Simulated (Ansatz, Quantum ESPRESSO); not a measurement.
# Work function of Mo(100), 5 layers, one monolayer of Si on top sites, part 3 of 5

Wanted: work functions and the surface dipole of Mo(100), 5 layers, one monolayer of Si on top sites at several levels, with their cost.

Quantum ESPRESSO 7.5; plane-wave DFT, PBE, GBRV ultrasoft pseudopotentials; geometry and cross-check by Ansatz 0.2.0 with PAW datasets.

So far. Step 4 (Electrostatic potential): The vacuum is flat to 0.9 meV/Å, so its level is well defined. Inside the slab the curve depends on the local part of the pseudopotentials; only the vacuum level has a meaning of its own. Step 5 (Planar and running averages): Where the running mean is not flat inside, average.x's window, rounded to the grid, doesn't match the spacings there.

### 6. Density by pp.x

plot_num = 0 writes the valence density.

The input, rho.in:

```
&inputpp
  prefix = 'scf'
  outdir = './out'
  filplot = 'rho.dat'
  plot_num = 0
/
```

The run is started by

```sh
$ OMP_NUM_THREADS=1 mpirun -n 4 pp.x -in rho.in > rho.out
```

The log of the run:

```text
[banner, memory and clock lines left out]
Program POST-PROC v.7.5 starts

          URL

     ./out/scf.save/

     IMPORTANT: XC functional enforced from input :
     Exchange-correlation= PBE
                           (   1   4   3   4   0   0   0)
     Any further DFT definition will be discarded
     Please, verify this is what you really want

     negative rho (up, down):  4.599E-03 0.000E+00

     Adding external electric field

     Computed dipole along edir(3) :
        Dipole               -0.1194 Ry au,         -0.3035 Debye
        Dipole field         -0.0009 Ry au,

        Potential amp.        0.0813 Ry
        Total length         45.8977 bohr

     Calling punch_plot, plot_num =   0
     Writing data to file  rho.dat
     Message from routine chdens:
     namelist plot not found or invalid, exiting
```

It took 0.95 s on 4 MPI ranks of Arm Neoverse V2, shared host; peak memory 0.1 GiB; 3.5 s of CPU time.

Read from the output:

```
electrons by integration : 74.00 e
```

The valence density, planar mean oscillates, so the rows of the table below give means over windows of 0.5 Å about each position, cut where the curve ends. Its maxima inside the range that stand out by 2 % of the span (Å: e/Å³): 8.43: 1.08, 9.72: 1.09, 11.24: 1.09, 13.24: 1.11, 14.41: 1.09, 16.98: 0.197. Its minima: 9.14: 0.562, 10.66: 0.544, 12.30: 0.509, 13.82: 0.640, 15.81: 0.164.

Mean over planes. Valence density, planar mean against z; means over each step:

| z (Å) | valence density, planar mean (e/Å³) |
| --- | --- |
| 4.0 | 1.1e-4 |
| 4.5 | 3.0e-4 |
| 5.0 | 8.3e-4 |
| 5.5 | 0.00231 |
| 6.0 | 0.00661 |
| 6.5 | 0.0193 |
| 7.0 | 0.0612 |
| 7.5 | 0.294 |
| 8.0 | 0.933 |
| 8.5 | 1.04 |
| 9.0 | 0.657 |
| 9.5 | 0.951 |
| 10.0 | 1.07 |
| 10.5 | 0.705 |
| 11.0 | 0.871 |
| 11.5 | 1.08 |
| 12.0 | 0.752 |
| 12.5 | 0.733 |
| 13.0 | 1.09 |
| 13.5 | 0.926 |
| 14.0 | 0.810 |
| 14.5 | 1.07 |
| 15.0 | 0.761 |
| 15.5 | 0.229 |
| 16.0 | 0.173 |
| 16.5 | 0.183 |
| 17.0 | 0.186 |
| 17.5 | 0.160 |
| 18.0 | 0.0939 |
| 18.5 | 0.0325 |
| 19.0 | 0.00918 |
| 19.5 | 0.00252 |
| 20.0 | 6.9e-4 |
| 20.5 | 1.9e-4 |
| 21.0 | 5.0e-5 |

Valence density in the ca plane at fractional y = 0.000, with atoms of Mo and Si within 0.2 Å of it. It is the smooth field of the valence electrons, not physical close to the nuclei.

Ten even steps from '0' (0.0 e/Å³) to '9' (5.2 e/Å³), each cell a mean:
```
89961000398930001698820000000000000000000000
25520000135410000245200000000000000000000000
00000000000000000000000000000000000000000000
00000000000000000000000000000000000000000000
00000000000000000000000000000000000000000000
12210000012100000122100000000000000000000000
59941000279820001489510000000000000000000000
95581000393851001864921102000000000000000000
```
Columns run along c (16.0 Å, from fractional 0.31 to 0.94 of the cell), rows up along a (3.1 Å). Atoms in or near the plane, at fractional coordinates: Mo at (0.33, 0.00), Mo at (0.45, 0.00), Mo at (0.58, 0.00), Si at (0.67, 0.00).

The density integrates to 74.000 electrons, as the 74 of the input ask.

### 7. Projected density of states

projwfc.x splits the states by atom and orbital; the spilling says how much the atomic basis misses.

The input, pdos.in:

```
&projwfc
  prefix = 'scf'
  outdir = './out'
  filpdos = 'pdos'
  Emin = -3.577
  Emax = 8.424
  DeltaE = 0.1
  ngauss = 0
  degauss = 0.01
/
```

The run is started by

```sh
$ OMP_NUM_THREADS=1 mpirun -n 4 projwfc.x -in pdos.in > pdos.out
```

The log of the run:

```text
[banner, memory and clock lines left out]
Program PROJWFC v.7.5 starts

          URL

     ./out/scf.save/

     IMPORTANT: XC functional enforced from input :
     Exchange-correlation= PBE
                           (   1   4   3   4   0   0   0)
     Any further DFT definition will be discarded
     Please, verify this is what you really want

     negative rho (up, down):  4.599E-03 0.000E+00

     Adding external electric field

     Computed dipole along edir(3) :
        Dipole               -0.1194 Ry au,         -0.3035 Debye
        Dipole field         -0.0009 Ry au,

        Potential amp.        0.0813 Ry
        Total length         45.8977 bohr

     Gaussian broadening (read from input): ngauss,degauss=   0    0.010000

     Calling projwave ....
     one sub-group per band group will be used

     linear algebra parallelized on   4 procs

  Problem Sizes
  natomwfc =           69
  nx       =           35
  nbnd     =           44
  nkstot   =           34
  npwx     =         1903
  nkb      =          108

     Atomic states used for projection
     (read from pseudopotential files):

     state #   1: atom   1 (Mo ), wfc  1 (l=0 m= 1)
     state #   2: atom   1 (Mo ), wfc  2 (l=1 m= 1)
     state #   3: atom   1 (Mo ), wfc  2 (l=1 m= 2)
     state #   4: atom   1 (Mo ), wfc  2 (l=1 m= 3)
     state #   5: atom   1 (Mo ), wfc  3 (l=2 m= 1)
     state #   6: atom   1 (Mo ), wfc  3 (l=2 m= 2)
     state #   7: atom   1 (Mo ), wfc  3 (l=2 m= 3)
     state #   8: atom   1 (Mo ), wfc  3 (l=2 m= 4)
     state #   9: atom   1 (Mo ), wfc  3 (l=2 m= 5)
     state #  10: atom   1 (Mo ), wfc  4 (l=0 m= 1)
     state #  11: atom   1 (Mo ), wfc  5 (l=1 m= 1)
     state #  12: atom   1 (Mo ), wfc  5 (l=1 m= 2)
     state #  13: atom   1 (Mo ), wfc  5 (l=1 m= 3)
     state #  14: atom   2 (Mo ), wfc  1 (l=0 m= 1)
     state #  15: atom   2 (Mo ), wfc  2 (l=1 m= 1)
     state #  16: atom   2 (Mo ), wfc  2 (l=1 m= 2)
     state #  17: atom   2 (Mo ), wfc  2 (l=1 m= 3)
     state #  18: atom   2 (Mo ), wfc  3 (l=2 m= 1)
     state #  19: atom   2 (Mo ), wfc  3 (l=2 m= 2)
     state #  20: atom   2 (Mo ), wfc  3 (l=2 m= 3)
     state #  21: atom   2 (Mo ), wfc  3 (l=2 m= 4)
     state #  22: atom   2 (Mo ), wfc  3 (l=2 m= 5)
     state #  23: atom   2 (Mo ), wfc  4 (l=0 m= 1)
     state #  24: atom   2 (Mo ), wfc  5 (l=1 m= 1)
     state #  25: atom   2 (Mo ), wfc  5 (l=1 m= 2)
     state #  26: atom   2 (Mo ), wfc  5 (l=1 m= 3)
     state #  27: atom   3 (Mo ), wfc  1 (l=0 m= 1)
     state #  28: atom   3 (Mo ), wfc  2 (l=1 m= 1)
     state #  29: atom   3 (Mo ), wfc  2 (l=1 m= 2)
     state #  30: atom   3 (Mo ), wfc  2 (l=1 m= 3)
     state #  31: atom   3 (Mo ), wfc  3 (l=2 m= 1)
     state #  32: atom   3 (Mo ), wfc  3 (l=2 m= 2)
     state #  33: atom   3 (Mo ), wfc  3 (l=2 m= 3)
     state #  34: atom   3 (Mo ), wfc  3 (l=2 m= 4)
     state #  35: atom   3 (Mo ), wfc  3 (l=2 m= 5)
     state #  36: atom   3 (Mo ), wfc  4 (l=0 m= 1)
     state #  37: atom   3 (Mo ), wfc  5 (l=1 m= 1)
     state #  38: atom   3 (Mo ), wfc  5 (l=1 m= 2)
     state #  39: atom   3 (Mo ), wfc  5 (l=1 m= 3)
     state #  40: atom   4 (Mo ), wfc  1 (l=0 m= 1)
     state #  41: atom   4 (Mo ), wfc  2 (l=1 m= 1)
     state #  42: atom   4 (Mo ), wfc  2 (l=1 m= 2)
     state #  43: atom   4 (Mo ), wfc  2 (l=1 m= 3)
     state #  44: atom   4 (Mo ), wfc  3 (l=2 m= 1)
     state #  45: atom   4 (Mo ), wfc  3 (l=2 m= 2)
     state #  46: atom   4 (Mo ), wfc  3 (l=2 m= 3)
     state #  47: atom   4 (Mo ), wfc  3 (l=2 m= 4)
     state #  48: atom   4 (Mo ), wfc  3 (l=2 m= 5)
     state #  49: atom   4 (Mo ), wfc  4 (l=0 m= 1)
     state #  50: atom   4 (Mo ), wfc  5 (l=1 m= 1)
     state #  51: atom   4 (Mo ), wfc  5 (l=1 m= 2)
     state #  52: atom   4 (Mo ), wfc  5 (l=1 m= 3)
     state #  53: atom   5 (Mo ), wfc  1 (l=0 m= 1)
     state #  54: atom   5 (Mo ), wfc  2 (l=1 m= 1)
     state #  55: atom   5 (Mo ), wfc  2 (l=1 m= 2)
     state #  56: atom   5 (Mo ), wfc  2 (l=1 m= 3)
     state #  57: atom   5 (Mo ), wfc  3 (l=2 m= 1)
     state #  58: atom   5 (Mo ), wfc  3 (l=2 m= 2)
     state #  59: atom   5 (Mo ), wfc  3 (l=2 m= 3)
     state #  60: atom   5 (Mo ), wfc  3 (l=2 m= 4)
     state #  61: atom   5 (Mo ), wfc  3 (l=2 m= 5)
     state #  62: atom   5 (Mo ), wfc  4 (l=0 m= 1)
     state #  63: atom   5 (Mo ), wfc  5 (l=1 m= 1)
     state #  64: atom   5 (Mo ), wfc  5 (l=1 m= 2)
     state #  65: atom   5 (Mo ), wfc  5 (l=1 m= 3)
     state #  66: atom   6 (Si ), wfc  1 (l=0 m= 1)
     state #  67: atom   6 (Si ), wfc  2 (l=1 m= 1)
     state #  68: atom   6 (Si ), wfc  2 (l=1 m= 2)
     state #  69: atom   6 (Si ), wfc  2 (l=1 m= 3)

[... projections of each state ...]
Lowdin Charges:

     Atom #   1: total charge =  13.9183, s =  2.3125,
     Atom #   1: total charge =  13.9183, p =  6.6981, pz=  2.1623, px=  2.2679, py=  2.2679,
     Atom #   1: total charge =  13.9183, d =  4.9077, dz2=  0.8185, dxz=  1.0651, dyz=  1.0651, dx2-y2=  0.9668, dxy=  0.9923,
     Atom #   2: total charge =  14.0559, s =  2.2511,
     Atom #   2: total charge =  14.0559, p =  6.9622, pz=  2.3337, px=  2.3143, py=  2.3143,
     Atom #   2: total charge =  14.0559, d =  4.8426, dz2=  0.7828, dxz=  1.1131, dyz=  1.1131, dx2-y2=  0.7645, dxy=  1.0691,
     Atom #   3: total charge =  13.9672, s =  2.2322,
     Atom #   3: total charge =  13.9672, p =  6.9096, pz=  2.3047, px=  2.3025, py=  2.3025,
     Atom #   3: total charge =  13.9672, d =  4.8254, dz2=  0.8105, dxz=  1.0645, dyz=  1.0645, dx2-y2=  0.8470, dxy=  1.0391,
     Atom #   4: total charge =  14.0666, s =  2.2510,
     Atom #   4: total charge =  14.0666, p =  6.9345, pz=  2.3147, px=  2.3099, py=  2.3099,
     Atom #   4: total charge =  14.0666, d =  4.8811, dz2=  0.8033, dxz=  1.1015, dyz=  1.1015, dx2-y2=  0.7748, dxy=  1.1000,
     Atom #   5: total charge =  14.2103, s =  2.2982,
     Atom #   5: total charge =  14.2103, p =  6.9548, pz=  2.3630, px=  2.2959, py=  2.2959,
     Atom #   5: total charge =  14.2103, d =  4.9573, dz2=  1.0803, dxz=  0.9931, dyz=  0.9931, dx2-y2=  0.8683, dxy=  1.0223,
     Atom #   6: total charge =   3.6834, s =  1.4714,
     Atom #   6: total charge =   3.6834, p =  2.2120, pz=  0.8396, px=  0.6862, py=  0.6862,
     Atom #   6: total charge =   3.6834, d =  0.0000, dz2=  0.0000, dxz=  0.0000, dyz=  0.0000, dx2-y2=  0.0000, dxy=  0.0000,
     Spilling Parameter:   0.0013
```

It took 2.1 s on 4 MPI ranks; peak memory 0.23 GiB; 8.1 s of CPU time.

Read from the output:

| Item | Value |
| --- | --- |
| spilling of the projection | 0.0013 |

Projected DOS an atom over height of the atomic layer and energy from the Fermi level. Columns are the atomic layers from the bottom up.

Ten even steps from '0' (0.00 states/eV) to '9' (2.18 states/eV), each cell a mean:
```
946342
735253
924263
922263
832473
644474
655674
545451
676661
476861
597861
366530
145410
157410
012100
000001
000001
000013
000012
000001
000012
000001
```
Columns: height of the atomic layer (Å) from 8.3 to 17.0 (not evenly spaced); rows upwards: energy from the Fermi level (eV) from -8.00 to 1.10.

The atomic orbitals miss 0.1 % of the occupied states; for empty states the projections can miss much more.

### 8. SCF with pw.x: open boundaries by the effective screening medium

Open boundaries by another road: assume_isolated = 'esm' with bc1, the slab centred on z = 0.

The input, esm.in:

```
&control
  prefix = 'esm'
  outdir = './out'
  pseudo_dir = './pseudo'
  calculation = 'scf'
  tprnfor = .true.
/
&system
  ibrav = 0
  nat = 6
  ntyp = 2
  ecutwfc = 40
  ecutrho = 200
  occupations = 'smearing'
  smearing = 'mv'
  degauss = 0.02
  assume_isolated = 'esm'
  esm_bc = 'bc1'
/
&electrons
  conv_thr = 1e-07
  mixing_beta = 0.4
  electron_maxstep = 120
  mixing_mode = 'local-TF'
/
ATOMIC_SPECIES
  Mo  95.9500  mo_pbe_v1.uspp.F.UPF
  Si  28.0850  si_pbe_v1.uspp.F.UPF
CELL_PARAMETERS angstrom
  3.15000000000000 0.00000000000000 0.00000000000000
  0.00000000000000 3.15000000000000 0.00000000000000
  0.00000000000000 0.00000000000000 25.30000000000000
ATOMIC_POSITIONS crystal
  Mo  0.000000000000 0.000000000000 -0.171647694834
  Mo  0.500000000000 0.500000000000 -0.109394730434
  Mo  0.000000000000 0.000000000000 -0.047141765934
  Mo  0.500000000000 0.500000000000 0.016944116178
  Mo  -0.000000000000 0.000000000000 0.075765865547
  Si  -0.000000000000 0.000000000000 0.171647694834
K_POINTS automatic
  8 8 1 0 0 0
```

The run is started by

```sh
$ OMP_NUM_THREADS=1 mpirun -n 4 pw.x -nk 4 -in esm.in > esm.out
```

The log of the run:

```text
[banner, memory and clock lines left out]
Program PWSCF v.7.5 starts
[citation notice left out]

[...]
Message from routine setup:
[...]
bravais-lattice index     =            0
     lattice parameter (alat)  =       5.9526  a.u.
     unit-cell volume          =    1694.0968 (a.u.)^3
     number of atoms/cell      =            6
     number of atomic types    =            2
     number of electrons       =        74.00
     number of Kohn-Sham states=           44
     kinetic-energy cutoff     =      40.0000  Ry
     charge density cutoff     =     200.0000  Ry
     scf convergence threshold =      1.0E-07
     mixing beta               =       0.4000
     number of iterations used =            8  local-TF  mixing
     Exchange-correlation= SLA  PW   PBE  PBE
                           (   1   4   3   4   0   0   0)

     Effective Screening Medium Method
     Boundary Conditions: Vacuum-Slab-Vacuum
     total charge in unit cell        =   0.0000
     grid points for fit at edges     =        4

[...]
PseudoPot. # 1 for Mo read from file:
     ./pseudo/mo_pbe_v1.uspp.F.UPF
     Pseudo is Ultrasoft + core correction, Zval = 14.0
     Generated by new atomic code, or converted to UPF format
     Using radial grid of  889 points,  6 beta functions with:
                l(1) =   0
                l(2) =   0
                l(3) =   1
                l(4) =   1
                l(5) =   2
                l(6) =   2
     Q(r) pseudized with  6 coefficients,  rinner =    1.000   1.000   1.000
                                                       1.000   1.000

     PseudoPot. # 2 for Si read from file:
     ./pseudo/si_pbe_v1.uspp.F.UPF
     Pseudo is Ultrasoft + core correction, Zval =  4.0
     Generated by new atomic code, or converted to UPF format
     Using radial grid of  899 points,  6 beta functions with:
                l(1) =   0
                l(2) =   0
                l(3) =   1
                l(4) =   1
                l(5) =   2
                l(6) =   2
     Q(r) pseudized with  8 coefficients,  rinner =    0.900   0.900   0.900
                                                       0.900   0.900

     atomic species   valence    mass     pseudopotential
     Mo               14.00    95.95000     Mo( 1.00)
     Si                4.00    28.08500     Si( 1.00)

      8 Sym. Ops. (no inversion) found

[...]
number of k points=    15  Marzari-Vanderbilt smearing, width (Ry)=  0.0200
[...]
Dense  grid:    80871 G-vectors     FFT dimensions: (  27,  27, 216)

     Smooth grid:    57637 G-vectors     FFT dimensions: (  24,  24, 200)

     Initial potential from superposition of free atoms

     starting charge      73.9940, renormalised to      74.0000

     negative rho (up, down):  4.429E-03 0.000E+00
     Starting wfcs are   69 randomized atomic wfcs

     per-process dynamical memory:    74.8 Mb

     Self-consistent Calculation

     iteration #  1     ecut=    40.00 Ry     beta= 0.40
     Davidson diagonalization with overlap
     ethr =  1.00E-02,  avg # of iterations =  1.1

     negative rho (up, down):  1.693E-03 0.000E+00

     total energy              =    -705.81646813 Ry
     estimated scf accuracy    <       6.56603461 Ry

     iteration #  2     ecut=    40.00 Ry     beta= 0.40
[...]
negative rho (up, down):  4.316E-04 0.000E+00

[...]
total energy              =    -705.72318802 Ry
     estimated scf accuracy    <       3.08090588 Ry

     iteration #  3     ecut=    40.00 Ry     beta= 0.40
[...]
negative rho (up, down):  4.856E-05 0.000E+00

[...]
total energy              =    -705.62062169 Ry
     estimated scf accuracy    <       1.18278841 Ry

     iteration #  4     ecut=    40.00 Ry     beta= 0.40
[...]
negative rho (up, down):  5.455E-05 0.000E+00

[...]
total energy              =    -706.03187744 Ry
     estimated scf accuracy    <       1.85313680 Ry

     iteration #  5     ecut=    40.00 Ry     beta= 0.40
[...]
negative rho (up, down):  1.209E-04 0.000E+00

[...]
total energy              =    -705.91087215 Ry
     estimated scf accuracy    <       1.64590912 Ry

     iteration #  6     ecut=    40.00 Ry     beta= 0.40
[...]
negative rho (up, down):  1.103E-04 0.000E+00

[...]
total energy              =    -705.88409799 Ry
     estimated scf accuracy    <       0.41424792 Ry

[...]
iteration # 36     ecut=    40.00 Ry     beta= 0.40
[...]
negative rho (up, down):  4.551E-03 0.000E+00

[...]
total energy              =    -705.94308471 Ry
     estimated scf accuracy    <       0.00001446 Ry

     iteration # 37     ecut=    40.00 Ry     beta= 0.40
[...]
negative rho (up, down):  4.537E-03 0.000E+00

[...]
total energy              =    -705.94310032 Ry
     estimated scf accuracy    <       0.00000243 Ry

     iteration # 38     ecut=    40.00 Ry     beta= 0.40
[...]
negative rho (up, down):  4.553E-03 0.000E+00

[...]
total energy              =    -705.94309907 Ry
     estimated scf accuracy    <       0.00000030 Ry

     iteration # 39     ecut=    40.00 Ry     beta= 0.40
[...]
negative rho (up, down):  4.597E-03 0.000E+00

[...]
End of self-consistent calculation

          k = 0.0000 0.0000 0.0000 (  7181 PWs)   bands (ev):

   -65.7450 -65.5094 -65.3431 -65.2853 -65.0238 -39.9796 -39.8902 -39.8902
   -39.7568 -39.5544 -39.5544 -39.5286 -39.3474 -39.3474 -39.2389 -39.0682
   -39.0682 -38.9542 -38.8389 -38.8389 -12.8407 -10.9526  -9.4510  -9.3514
    -9.2719  -8.3803  -8.0660  -7.8310  -6.7586  -6.1327  -5.7492  -5.7492
    -5.4362  -5.2937  -5.2937  -4.7609  -4.6207  -4.5643  -4.5643  -4.5558
    -3.3462  -3.2326  -3.1669  -3.1668

          k = 0.0000 0.1250 0.0000 (  7196 PWs)   bands (ev):

   -65.7319 -65.5035 -65.3358 -65.2913 -65.0299 -40.0131 -39.9831 -39.8601
   -39.7192 -39.6424 -39.5347 -39.4609 -39.4326 -39.3423 -39.1777 -39.1060
   -39.0869 -38.9297 -38.8617 -38.8568 -12.6441 -10.6511  -9.2479  -9.1830
    -9.0312  -8.2812  -7.9554  -7.7233  -6.6839  -6.1482  -6.0504  -6.0105
    -5.8143  -5.1845  -5.1538  -5.0870  -4.9000  -4.4615  -3.9391  -3.9355
    -3.8668  -3.5916  -3.0895  -2.6044

[...]
the Fermi energy is    -4.5236 ev

!    total energy              =    -705.94304573 Ry
     estimated scf accuracy    <       0.00000008 Ry
     smearing contrib. (-TS)   =      -0.00058275 Ry
     internal energy E=F+TS    =    -705.94246298 Ry

     The total energy is F=E-TS. E is the sum of the following terms:
     one-electron contribution =   10542.87911485 Ry
     hartree contribution      =   -5293.33730602 Ry
     xc contribution           =    -100.55100038 Ry
     ewald contribution        =   -5854.93327143 Ry

     convergence has been achieved in  39 iterations

     negative rho (up, down):  4.597E-03 0.000E+00

     Forces acting on atoms (cartesian axes, Ry/au):

     atom    1 type  1   force =     0.00000000    0.00000000    0.05003460
     atom    2 type  1   force =     0.00000000    0.00000000   -0.03965802
     atom    3 type  1   force =     0.00000000    0.00000000   -0.00893949
     atom    4 type  1   force =     0.00000000    0.00000000   -0.00150659
     atom    5 type  1   force =     0.00000000    0.00000000    0.00113147
     atom    6 type  2   force =     0.00000000    0.00000000   -0.00154427

     Total force =     0.064514     Total SCF correction =     0.001199

[...]
```

Run time: 1.8 min. Hardware: 4 MPI ranks; peak memory 0.66 GiB.

This step gave:

```
free energy                                                    : -9604.8444 eV
Fermi energy                                                   : -4.524 eV
vacuum line at the lower end of the cell, over the Fermi level : 3.945 eV
vacuum line at the upper end of the cell, over the Fermi level : 5.102 eV
```

The potential energy, planar mean oscillates, so the rows of the table below give means over windows of 1.58 Å about each position, cut where the curve ends. Its maxima inside the range that stand out by 2 % of the span (Å: eV): -3.5: -8.05, -2.0: -8.43, -0.3: -7.56, 1.2: -9.69, 3.2: 2.11. Its minima: -4.3: -23.5, -2.8: -23.9, -1.2: -24.1, 0.5: -23.9, 1.9: -23.6, 4.3: -9.52.

Electrostatic potential energy of an electron; zero at the Fermi level. The potential energy, planar mean by z; means over each step:

| z (Å) | potential energy, planar mean (eV) |
| --- | --- |
| -11.86 | 3.94 |
| -10.28 | 3.94 |
| -8.70 | 3.94 |
| -7.12 | 3.80 |
| -5.54 | -0.735 |
| -3.96 | -15.6 |
| -2.38 | -16.2 |
| -0.80 | -15.7 |
| 0.78 | -16.8 |
| 2.36 | -11.4 |
| 3.94 | -4.31 |
| 5.52 | 1.76 |
| 7.10 | 5.04 |
| 8.68 | 5.10 |
| 10.26 | 5.10 |
| 11.84 | 5.10 |

The vacuum levels are read from the outermost 0.7 Å of the cell on either side.

The run needed 39 iterations to bring the estimated error under 1e-07 Ry; the largest force on any atom, held or free, is 1.29 eV/Å.

The upper level is 5.102 eV against 5.095 eV from the periodic run.

[end of part 3 of 5]

[Logs are printed without paths, hosts, clocks, repeated set-up lines and the standing remarks that a program may print on its own settings, such as how far it seeks lower states.]

[Hosts, paths, dates, database ids (printed as entryN), source tags and the programs' standing remarks are cut or masked in the printed files.]

[Maps of the electrostatic potential energy from Ansatz leave out the sawtooth potential of an applied field or a dipole correction, so their vacuum need not be flat; planar profiles and work functions include it.]
